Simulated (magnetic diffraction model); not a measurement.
# Magnetic neutron pattern of Li4TbMn4Al4

Space group I4/mmm (no. 139), a = 8.8040 Å, c = 5.1310 Å.

| site | atom | x | y | z |
| --- | --- | --- | --- | --- |
| 2a | Tb | 0 | 0 | 0 |
| 8j | Mn | 0 | 0.7764 | 1/2 |
| 8i | Al | 0 | 0.3429 | 0 |
| 8f | Li | 1/4 | 3/4 | 1/4 |

This is a made-up structure (elements placed in a structure type, unrelaxed), so the numbers test the method and describe no known phase.

Only Tb is taken to order (form factors of Tb3+); orders and moment sizes are assumed, and not adapted to the symmetry. Radiation: neutrons of λ = 1.909 Å, 3° to 80°; isotropic B of 0.52 Å² (Tb), 0.62 Å² (Mn), 0.69 Å² (Al) and 0.94 Å² (Li). The intensities are simulated: I ∝ L Σ (|F_N|² + |F_M⊥|²) for unpolarised neutrons, with F_M = 2.695 fm/μB × Σ f(s) S exp(2πi Q·r) exp(−B s²) at Q = H ± k (one set where k and −k are equivalent), only the part normal to Q counting and L = 1/(sin²θ cos θ). For collinear order S is the moment m, which repeats by lattice and centring translations R with the sign exp(−2πi k·R). Form factors are spin-only for 3d ions and dipole or tabulated for f ions, scattering lengths are Sears's of 1992, and absorption is left out. A label names one of the reflections at its angle. The strongest nuclear line in the range is 100, and lines under 0.2 are left out.

Assume the order k = (0 0 0), collinear moments along [110], 7.8 μB on Tb.

Q: Where does magnetic intensity appear, and how strong is it?

| 2θ (°) | index | nuclear | magnetic |
| --- | --- | --- | --- |
| 17.64 | (1 1 0) | 1.9 | 55.3 |
| 24.87 | (1 0 1) | 100.0 | 92.3 |
| 25.05 | (2 0 0) | 47.1 | 26.0 |
| 35.59 | (2 1 1) | 6.6 | 64.0 |
| 35.72 | (2 2 0) | 5.0 | 11.6 |
| 40.10 | (3 1 0) | 17.6 | 17.5 |
| 43.68 | (0 0 2) | 4.4 | 7.1 |
| 44.01 | (3 0 1) | 57.0 | 17.3 |
| 47.46 | (1 1 2) | 0.6 | 21.3 |
| 51.02 | (2 0 2) | 1.0 | 16.6 |
| 51.30 | (3 2 1) | 0.1 | 22.2 |
| 51.40 | (4 0 0) | 4.4 | 4.7 |
| 54.77 | (3 3 0) | 24.4 | 3.9 |
| 57.65 | (2 2 2) | 31.6 | 10.9 |
| 57.92 | (4 1 1) | 4.1 | 15.6 |
| 58.01 | (4 2 0) | 4.2 | 6.8 |
| 60.79 | (3 1 2) | 16.8 | 18.3 |
| 67.12 | (5 1 0) | 0.9 | 4.5 |
| 69.29 | (1 0 3) | 15.6 | 8.1 |
| 69.69 | (4 0 2) | 0.5 | 5.8 |
| 69.94 | (5 0 1) | 39.0 | 13.3 |
| 72.54 | (3 3 2) | 31.0 | 5.1 |
| 74.96 | (2 1 3) | 1.8 | 12.2 |
| 75.35 | (4 2 2) | 2.8 | 8.9 |
| 75.58 | (5 2 1) | 0.2 | 7.0 |
| 75.66 | (4 4 0) | 8.3 | 1.6 |
| 78.42 | (5 3 0) | 4.1 | 2.9 |

The strongest magnetic line in the range is (1 0 1) at 24.87° (92.3). On top of the Lorentz factor, which all lines share, magnetic lines fade with angle because f falls: for Tb3+ it is 0.95, 0.82, 0.66 and 0.36 at sin θ/λ = 0.1, 0.2, 0.3 and 0.5 Å⁻¹, while nuclear lengths stay constant. The net moment is 7.80 μB a primitive cell.
